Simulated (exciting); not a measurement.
Consider RbLuS2, space group R-3m.

```cif
data_structure
_symmetry_space_group_name_H-M 'P 1'
_symmetry_Int_Tables_number 1
_cell_length_a 7.9537
_cell_length_b 7.9537
_cell_length_c 7.9537
_cell_angle_alpha 29.060
_cell_angle_beta 29.060
_cell_angle_gamma 29.060
_cell_volume 105.01
loop_
_atom_site_label
_atom_site_type_symbol
_atom_site_fract_x
_atom_site_fract_y
_atom_site_fract_z
_atom_site_occupancy
Lu1 Lu 0.50000 0.50000 0.50000 1
Rb2 Rb 0.00000 0.00000 0.00000 1
S3 S 0.76970 0.76970 0.76970 1
S4 S 0.23030 0.23030 0.23030 1
```

Absorber: atom 1, with 6 S at 2.72 Å (octahedral, site symmetry -3m). Method: exciting, all-electron LAPW+lo, LDA, exchange and screened direct term (singlet BSE), 3×3×3 shifted k points, 46 conduction bands, |G+q| up to 3 bohr⁻¹ (2 in the exchange term), full RPA screening with nempty = 77, Lorentzian half width 2.34 eV.

**Question.** Predict the Lu L₃ near-edge structure at this level.

Bound core exciton? Yes on this mesh: the first bright state (over 5 % of the brightest) lies at -1.43 eV from the Kohn–Sham onset. Maxima (height): 0.0 eV (1.00).

Energy from the Kohn–Sham onset, core level to the lowest empty state found on the meshes used; Im ε in relative units:

```csv
E (eV),Im ε
-11.5,0.06
-11.0,0.06
-10.5,0.07
-10.0,0.07
-9.5,0.08
-9.0,0.09
-8.5,0.10
-8.0,0.11
-7.5,0.13
-7.0,0.14
-6.5,0.16
-6.0,0.19
-5.5,0.22
-5.0,0.26
-4.5,0.31
-4.0,0.37
-3.5,0.45
-3.0,0.54
-2.5,0.65
-2.0,0.77
-1.5,0.87
-1.0,0.94
-0.5,0.98
0.0,1.00
0.5,0.99
1.0,0.95
1.5,0.89
2.0,0.81
2.5,0.72
3.0,0.65
3.5,0.58
4.0,0.52
4.5,0.48
5.0,0.45
5.5,0.43
6.0,0.41
6.5,0.40
7.0,0.39
7.5,0.39
8.0,0.38
8.5,0.37
9.0,0.36
9.5,0.35
10.0,0.33
10.5,0.32
11.0,0.31
11.5,0.30
12.0,0.29
12.5,0.28
13.0,0.27
13.5,0.27
14.0,0.27
14.5,0.27
15.0,0.27
15.5,0.26
16.0,0.26
16.5,0.25
17.0,0.24
17.5,0.24
18.0,0.23
18.5,0.22
19.0,0.22
19.5,0.21
20.0,0.21
20.5,0.20
21.0,0.19
```

With 27 k points the binding energies are rough, and fine structure above the first lines is partly noise of the mesh. Exchange and the short-range direct term aren't converged in the kernel cutoff. The zero comes from the shifted mesh, which comes near the band minimum without meeting it. The conduction states carry no spin here, so the exchange coupling to the spinor core hole is only partly held. This core level is treated alone, with no coupling to its spin–orbit partner. The Kohn–Sham onset, 9131 eV, is no photon energy (tabulated edge of the element: 9244 eV): the scale needs a rigid shift. Bands and screening come from semilocal DFT, whose small gap overscreens. Vibrations and energy-dependent lifetimes are left out. The structure is a published determination, not relaxed.

[Banner, clock and machine lines of the logs are left out without a mark of their own.]

[Logs are printed without paths, hosts, clocks, repeated set-up lines and the standing remarks that a program may print on its own settings, such as how far it seeks lower states.]

[Hosts, paths, dates, database ids (printed as entryN), source tags and the programs' standing remarks are cut or masked in the printed files.]
